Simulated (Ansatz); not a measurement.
# Band gap of K2YInBr6 (double perovskite (elpasolite)) (Fm-3m) from density functionals to GW

Wanted: a ladder of band gaps for K2YInBr6 (double perovskite (elpasolite)) (Fm-3m), from density functionals to G0W0.

Main program and level: Ansatz 0.2.0; density functionals, hybrids and G0W0, plane waves, PAW.

Most raw output is cut from this account.

The structure was built from a prototype and need not be the compound's stable phase.

In doubt: masses and optical values from hybrid runs of this build are listed as unsure (step 8), which bears on the screening that GW takes from such a start.

## (1) Starting point

It takes space group Fm-3m (No. 225, cubic). The conventional cell has a = 11.413 Å, b = 11.413 Å, c = 11.413 Å, α = 90.00°, β = 90.00°, γ = 90.00°. Nearest to K lie 12 Br at 4.04 Å. Nearest to In lie 6 Br at 2.99 Å. Nearest to Y lie 6 Br at 2.72 Å. Br has 1 Y at 2.72 Å and 1 In at 2.99 Å and 4 K at 4.04 Å nearest. It derives from Br6In1K2Y1. Farther neighbours and most contacts between anions are not listed.

The structure was relaxed with LDA. The structure type comes from a generator and need not be one that this composition takes. The runs that relaxed it are not among those shown. The default PAW set here is soft_2. Its files were made with PBE.

## (2) LDA on the 4×4×4 mesh

Levels along a band path and on the mesh show where this functional puts the band edges.

This step: DFT, LDA, plane waves, PAW.

input.yaml

```yaml
crystal:
  lattice:
    - [0.0, 5.7062557021, 5.7062557021]
    - [5.7062557021, 0.0, 5.7062557021]
    - [5.7062557021, 5.7062557021, 0.0]
  atoms:
    - { symbol: K, position: [0.25, 0.25, 0.25] }
    - { symbol: K, position: [0.75, 0.75, 0.75] }
    - { symbol: In, position: [0.0, 0.0, 0.0] }
    - { symbol: "Y", position: [0.5, 0.5, 0.5] }
    - { symbol: Br, position: [0.2615945249, 0.7384054751, 0.7384054751] }
    - { symbol: Br, position: [0.2615945249, 0.7384054751, 0.2615945249] }
    - { symbol: Br, position: [0.7384054751, 0.2615945249, 0.7384054751] }
    - { symbol: Br, position: [0.7384054751, 0.2615945249, 0.2615945249] }
    - { symbol: Br, position: [0.7384054751, 0.7384054751, 0.2615945249] }
    - { symbol: Br, position: [0.2615945249, 0.2615945249, 0.7384054751] }
kpoints:
  mp_grid: { grid: [4, 4, 4] }
  band_path:
    path:
      - [[0.0, 0.0, 0.0], [0.5, 0.0, 0.5], [0.625, 0.25, 0.625]]
      - [[0.375, 0.375, 0.75], [0.0, 0.0, 0.0], [0.5, 0.5, 0.5], [0.5, 0.25, 0.75], [0.5, 0.0, 0.5]]
    npoints: 10
hamiltonian:
  xc: lda
scf:
  occupations: { method: fermi_dirac, width: 0.02 }
  n_extra_bands: 7
output:
  eigenvalues: true
  forces: true
  stress: true
  write_density: true
  write_potential: true
  elf: true
  volumetric_format: npy
```

On the command line:

```sh
ansatz run input.yaml --threads 4 --pin off --max-ram 17510MiB --backend cpu --events-out ev --progress --plain --runs-dir out
```

It took 10 s on 4 threads of Arm Neoverse V1, shared host; peak memory 1.1 GiB; 41 s of CPU time.

This step gave:

- pressure: 0.02577 GPa
- filled bands: 42
- gap: 1.886 eV
- valence top at: L
- conduction bottom at: Γ
- least direct gap: 2.107 eV

Over mesh and path the gap is 1.886 eV, from k = (0.500, 0.500, 0.500) to k = Γ. The least direct gap found is 2.107 eV, at k = (0.500, 0.500, 0.500).

## (3) LDA+SOC on the 4×4×4 mesh

This run has two-component orbitals with spin-orbit coupling.

This step: DFT, LDA with spin-orbit coupling, plane waves, PAW.

input.yaml, the sections that differ from step 2:

```yaml
kpoints:
  mp_grid: { grid: [4, 4, 4] }
  band_path:
    path:
      - [0.0, 0.0, 0.0]
      - [0.5, 0.0, 0.5]
      - [0.625, 0.25, 0.625]
      - [0.375, 0.375, 0.75]
      - [0.5, 0.5, 0.5]
      - [0.5, 0.25, 0.75]
    npoints: 1
scf:
  occupations: { method: fixed }
  n_extra_bands: 14
magnetization:
  noncollinear: true
  spin_orbit: true
output:
  eigenvalues: true
  forces: true
  stress: true
# crystal, hamiltonian: as in step 2
```

Wall time 46 s (4 threads); peak memory 2.2 GiB.

This step gave:

```yaml
pressure: 0.02595 GPa
gap: 1.873 eV
valence_top_at: L
conduction_bottom_at: Γ
least_direct_gap: 2.086 eV
```

Over mesh and listed points the gap is 1.873 eV, from k = (0.500, 0.500, 0.500) to k = Γ. The least direct gap found is 2.086 eV, at k = (0.500, 0.500, 0.500). LDA+SOC against LDA: 1.873 − 1.886 = −0.013 eV, with the same mesh, set of files (read in its fully relativistic form for the spin-orbit run) and cutoff, and both edges at the same k points. The spin-orbit run sees mesh and listed points alone, so its gap is an upper bound: the coupling can move an edge off these points, and the change over the zone, its sign included where it is small, is not known.

## (4) r2SCAN on the 4×4×4 mesh

r2SCAN is a meta-GGA: it depends on the kinetic-energy density as well as on the density and its gradient.

This step: DFT, r2SCAN, plane waves, PAW.

input.yaml: that of step 3 with these lines changed.

```diff
@@ -28,9 +28,6 @@
 hamiltonian:
-  xc: lda
+  xc: r2scan
 scf:
   occupations: { method: fixed }
-  n_extra_bands: 14
-magnetization:
-  noncollinear: true
-  spin_orbit: true
+  n_extra_bands: 7
 output:
```

Wall time 10 s (4 threads); peak memory 1.7 GiB; 38 s of CPU time.

Numbers from this step:

| Property | Result |
| --- | --- |
| pressure | 2.069 GPa |
| gap | 2.434 eV |
| valence top at | L |
| conduction bottom at | Γ |
| least direct gap | 2.483 eV |

Over mesh and listed points the gap is 2.434 eV, from k = (0.500, 0.500, 0.500) to k = Γ. The least direct gap found is 2.483 eV, at k = (0.500, 0.500, 0.500). r2SCAN against LDA: 2.434 − 1.886 = +0.548 eV. The runs also differ in plane-wave cutoff (420 eV and 500 eV), so how much of this comes from the functional alone is not known.

## (5) HSE06 on the 2×2×2 mesh

HSE06 mixes in a quarter of exact exchange at short range.

This step: DFT, HSE06, plane waves, PAW.

input.yaml: that of step 4 with these lines changed.

```diff
@@ -17,3 +17,3 @@
 kpoints:
-  mp_grid: { grid: [4, 4, 4] }
+  mp_grid: { grid: [2, 2, 2] }
   band_path:
@@ -28,3 +28,3 @@
 hamiltonian:
-  xc: r2scan
+  xc: hse06
 scf:
@@ -34,3 +34 @@
   eigenvalues: true
-  forces: true
-  stress: true
```

The job ended after 69 s (4 threads; peak memory 2.6 GiB; 4.1 min of CPU time).

This step gave:

| Quantity | Value |
| --- | --- |
| gap | 2.760 eV |
| valence top at | L |
| conduction bottom at | Γ |
| least direct gap | 2.949 eV |
| exact-exchange fraction | 0.25 |

Over mesh and listed points the gap is 2.760 eV, from k = (0.500, 0.500, 0.500) to k = Γ. The least direct gap found is 2.949 eV, at k = (0.500, 0.500, 0.500). HSE06 against LDA: 2.760 − 1.886 = +0.874 eV. The runs also differ in mesh (4×4×4 and 2×2×2), so how much of this comes from the functional alone is not known.

## (6) PBE0 on the 2×2×2 mesh

PBE0 mixes in a quarter of exact exchange at all distances.

This step: DFT, PBE0, plane waves, PAW.

input.yaml: that of step 5 with these lines changed.

```diff
@@ -28,3 +28,3 @@
 hamiltonian:
-  xc: hse06
+  xc: pbe0
 scf:
```

The job ended after 70 s (4 threads; peak memory 2.6 GiB).

Numbers from this step:

```
gap                     : 3.452 eV
valence top at          : L
conduction bottom at    : Γ
least direct gap        : 3.649 eV
exact-exchange fraction : 0.25
```

Over mesh and listed points the gap is 3.452 eV, from k = (0.500, 0.500, 0.500) to k = Γ. The least direct gap found is 3.649 eV, at k = (0.500, 0.500, 0.500). PBE0 against HSE06: 3.452 − 2.760 = +0.692 eV, with the same mesh, files and cutoff, and both edges at the same k points.

## (7) G0W0@LDA, 2×2×2 mesh, 1109 empty bands, screening to 120 eV

G0W0 replaces the xc potential by a self-energy built once from the orbitals of the start. Levels are corrected in the window of bands that the input names, at points of the mesh.

This step: G0W0 on LDA, plane waves, PAW.

input.yaml: that of step 6 with these lines changed.

```diff
@@ -18,17 +18,11 @@
   mp_grid: { grid: [2, 2, 2] }
-  band_path:
-    path:
-      - [0.0, 0.0, 0.0]
-      - [0.5, 0.0, 0.5]
-      - [0.625, 0.25, 0.625]
-      - [0.375, 0.375, 0.75]
-      - [0.5, 0.5, 0.5]
-      - [0.5, 0.25, 0.75]
-    npoints: 1
 hamiltonian:
-  xc: pbe0
+  xc: lda
 scf:
   occupations: { method: fixed }
-  n_extra_bands: 7
-output:
-  eigenvalues: true
+gw:
+  n_empty_bands: 1109
+  ecut_chi: 120.0
+  qp_bands: [v3, c3]
+  qp_kpoints: band_edges
+  screening: { model: contour_deformation }
```

The job ended after 5.4 min (4 threads; peak memory 7 GiB).

Numbers from this step:

```yaml
bands_summed: 1151
rpa_eps_infinity_on_this_mesh_eigenvalues: 3.970, 3.970, 3.970
plane_waves_in_the_screening_matrix: 1067
g0w0_gap_over_the_corrected_points: 3.274 eV
k_of_the_valence_top: 0, 0, -0.5
k_of_the_conduction_bottom: 0, 0, 0
starting_gap_on_the_mesh: 1.884 eV
z_at_the_valence_top: 0.7785
z_at_the_conduction_bottom: 0.8245
least_direct_g0w0_gap_over_the_corrected_points: 3.706 eV
```

Over all 3 irreducible mesh points the G0W0 gap is 3.274 eV, from k = (0.000, 0.000, -0.500) to k = Γ. The LDA gap of this run on the mesh is 1.884 eV. The two states that bound the G0W0 gap lie that far apart at the start, so the correction of the gap is 3.274 − 1.884 = +1.390 eV. The program marks 1 of the 18 corrected levels as in doubt (Σc rises), neither edge state among them.

## (8) G0W0@HSE06, 2×2×2 mesh, 1109 empty bands, screening to 120 eV

This step: G0W0 on HSE06, plane waves, PAW.

input.yaml: that of step 7 with these lines changed.

```diff
@@ -19,3 +19,3 @@
 hamiltonian:
-  xc: lda
+  xc: hse06
 scf:
```

The job ended after 23 min (4 threads; peak memory 6.6 GiB).

Numbers from this step:

| Quantity | Value |
| --- | --- |
| bands summed | 1151 |
| RPA ε∞ on this mesh (eigenvalues) | 3.095, 3.095, 3.095 |
| plane waves in the screening matrix | 1067 |
| G0W0 gap over the corrected points | 3.801 eV |
| k of the valence top | 0, 0, -0.5 |
| k of the conduction bottom | 0, 0, 0 |
| starting gap on the mesh | 2.760 eV |
| Z at the valence top | 0.8126 |
| Z at the conduction bottom | 0.8540 |
| least direct G0W0 gap over the corrected points | 4.208 eV |

Over all 3 irreducible mesh points the G0W0 gap is 3.801 eV, from k = (0.000, 0.000, -0.500) to k = Γ. The HSE06 gap of this run on the mesh is 2.760 eV. The two states that bound the G0W0 gap lie that far apart at the start, so the correction of the gap is 3.801 − 2.760 = +1.041 eV. G0W0@HSE06 against G0W0@LDA with 1151 bands: 3.801 − 3.274 = +0.527 eV, with the same mesh, files and cutoffs, and both edges at the same k points.

## (9) The ladder

Each gap is the least one over the points named; times are wall times on shared hosts, not benchmarks. A G0W0 time includes the run's own self-consistent start. Runs with listed points see these and the mesh alone, so an edge that moves elsewhere is missed. Rows marked * are further runs, not shown as steps, whose inputs differ from the G0W0 step on the same start in the columns given; solver thresholds can differ too. Symmetry makes (0.500, 0.500, 0.500) and (0.000, 0.000, -0.500) one point.

```tsv
level	mesh	files, cutoff	bands summed, screening	points	gap (eV)	valence top	conduction bottom	least direct gap (eV)	time
LDA	4×4×4	soft_2 PAW, 420 eV	-	mesh and path	1.886	(0.500, 0.500, 0.500)	Γ	2.107	10 s
LDA+SOC	4×4×4	soft_2 PAW, 420 eV	-	mesh and listed points	1.873	(0.500, 0.500, 0.500)	Γ	2.086	46 s
r2SCAN	4×4×4	soft_2 PAW, 500 eV	-	mesh and listed points	2.434	(0.500, 0.500, 0.500)	Γ	2.483	10 s
HSE06	2×2×2	soft_2 PAW, 420 eV	-	mesh and listed points	2.760	(0.500, 0.500, 0.500)	Γ	2.949	69 s
PBE0	2×2×2	soft_2 PAW, 420 eV	-	mesh and listed points	3.452	(0.500, 0.500, 0.500)	Γ	3.649	70 s
G0W0@LDA*	2×2×2	soft_2 PAW, 420 eV	224, 36 eV	all 3 irreducible mesh points	2.616	(0.000, 0.000, -0.500)	Γ	3.289	15 s
G0W0@LDA*	2×2×2	soft_2 PAW, 420 eV	557, 72 eV	all 3 irreducible mesh points	3.037	(0.000, 0.000, -0.500)	Γ	3.540	64 s
G0W0@LDA	2×2×2	soft_2 PAW, 420 eV	1151, 120 eV	all 3 irreducible mesh points	3.274	(0.000, 0.000, -0.500)	Γ	3.706	5.4 min
G0W0@HSE06	2×2×2	soft_2 PAW, 420 eV	1151, 120 eV	all 3 irreducible mesh points	3.801	(0.000, 0.000, -0.500)	Γ	4.208	23 min
```

## (10) What came out

```yaml
lda_over_mesh_and_path: 1.886 eV
lda_soc_over_mesh_and_listed_points: 1.873 eV
r2scan_over_mesh_and_listed_points: 2.434 eV
hse06_over_mesh_and_listed_points: 2.760 eV
pbe0_over_mesh_and_listed_points: 3.452 eV
g0w0_lda_1151_bands_2x2x2_over_all_3_irreducible_mesh_points: 3.274 eV
g0w0_hse06_over_all_3_irreducible_mesh_points: 3.801 eV
known_limits: finite bands, screening cutoff and k mesh; no spin-orbit coupling in G0W0; d shells not analysed; screening cutoff under 40 eV in some runs
```

What this shows: The rows run from 1.873 eV (LDA+SOC) to 3.801 eV (G0W0@HSE06). They differ in mesh, plane-wave cutoff, bands and screening cutoff of G0W0 and the points over which the gap was sought as well as in level, so only pairs that share these are like for like. LDA+SOC against LDA: 1.873 − 1.886 = −0.013 eV, with the same mesh, set of files (read in its fully relativistic form for the spin-orbit run) and cutoff, and both edges at the same k points. The spin-orbit run sees mesh and listed points alone, so its gap is an upper bound: the coupling can move an edge off these points, and the change over the zone, its sign included where it is small, is not known. PBE0 against HSE06: 3.452 − 2.760 = +0.692 eV, with the same mesh, files and cutoff, and both edges at the same k points. G0W0@HSE06 against G0W0@LDA with 1151 bands: 3.801 − 3.274 = +0.527 eV, with the same mesh, files and cutoffs, and both edges at the same k points. G0W0@LDA (1151 bands, 2×2×2) moves the gap of its own start on the mesh by 3.274 − 1.884 = +1.390 eV, between the same two levels. Both edges that LDA shows over mesh and path lie at k points where levels were corrected. Levels at other points were not corrected, so a lower G0W0 gap elsewhere in the zone is not ruled out. G0W0@HSE06 moves the gap of its own start on the mesh by 3.801 − 2.760 = +1.041 eV, between the same two levels. Both edges that HSE06 shows over mesh and listed points lie at k points where levels were corrected. Levels at other points were not corrected, so a lower G0W0 gap elsewhere in the zone is not ruled out. What spin-orbit coupling does to the G0W0 levels was not computed, so no sum with the G0W0 gap is formed. For G0W0@LDA: from 224 bands and 36 eV to 1151 bands and 120 eV the gap moves by 3.274 − 2.616 = +0.658 eV (rung by rung 2.616, 3.037, 3.274 eV); bands and screening cutoff rise together, so their parts are not told apart. A line in one over the bands through the two highest rungs gives 3.274 + (3.274 − 3.037) × 557 / (1151 − 557) = 3.496 eV, and through the pair below 3.037 + (3.037 − 2.616) × 224 / (557 − 224) = 3.320 eV. The two differ by 0.176 eV, not under the 0.030 eV asked, so the law does not hold well over these rungs and the limit is not known. The other G0W0 rows are shown at one basis each (1151 bands), so their distance from the limit is not known here. For G0W0@LDA (1151 bands, 2×2×2): the program marks 1 of the 18 corrected levels as in doubt (Σc rises), neither edge state among them. The G0W0 runs are scalar-relativistic. One-shot GW is known to converge slowly in bands for compounds with shallow d shells. The cell holds In; the filling of the d shell and its place against the gap were not analysed here. No pair of G0W0 runs that differ in the mesh alone is shown (2×2×2 is a supercell whose nearest images lie 16 Å apart), so the error from the mesh is not known here. G0W0 is shown with one set of atomic data (soft_2 PAW), so the error from the files is not known here. A screening cutoff under 40 eV is crude: G0W0@LDA with 224 bands at 36 eV. Failed or unusable runs of this series, left out of the table: G0W0@LDA (2×2×2 mesh, hard PAW files, 710 eV, 1644 empty bands) reached its time limit after 25 min; G0W0@PBE0 (2×2×2 mesh, soft_2 PAW files, 420 eV, 1109 empty bands) reached its time limit after 20 min.

[Paths, hosts, dates, memory and timing lines, banners, echoed tables and standing remarks are left out of the program output.]

[Logs are printed without paths, hosts, clocks, repeated set-up lines and the standing remarks that a program may print on its own settings, such as how far it seeks lower states.]

[Runs of the session that timed out or met a known fault of the program may be left out.]

[Cells called generated may have been cut or substituted from an entry of the Crystallography Open Database or the Materials Project.]

[Hosts, paths, dates, database ids (printed as entryN), source tags and the programs' standing remarks are cut or masked in the printed files.]

[Where an RPA ε∞ is given, it is that of the G0W0 mesh and is not shown converged in it. Names of k-points follow the symmetry that the program found, which can be lower than the space group named. Band edges on a path are those of the sampled points; other points can move an edge, and change direct to indirect where valleys lie close.]

[Hybrid gaps are those of their k-mesh and are not shown converged in it.]
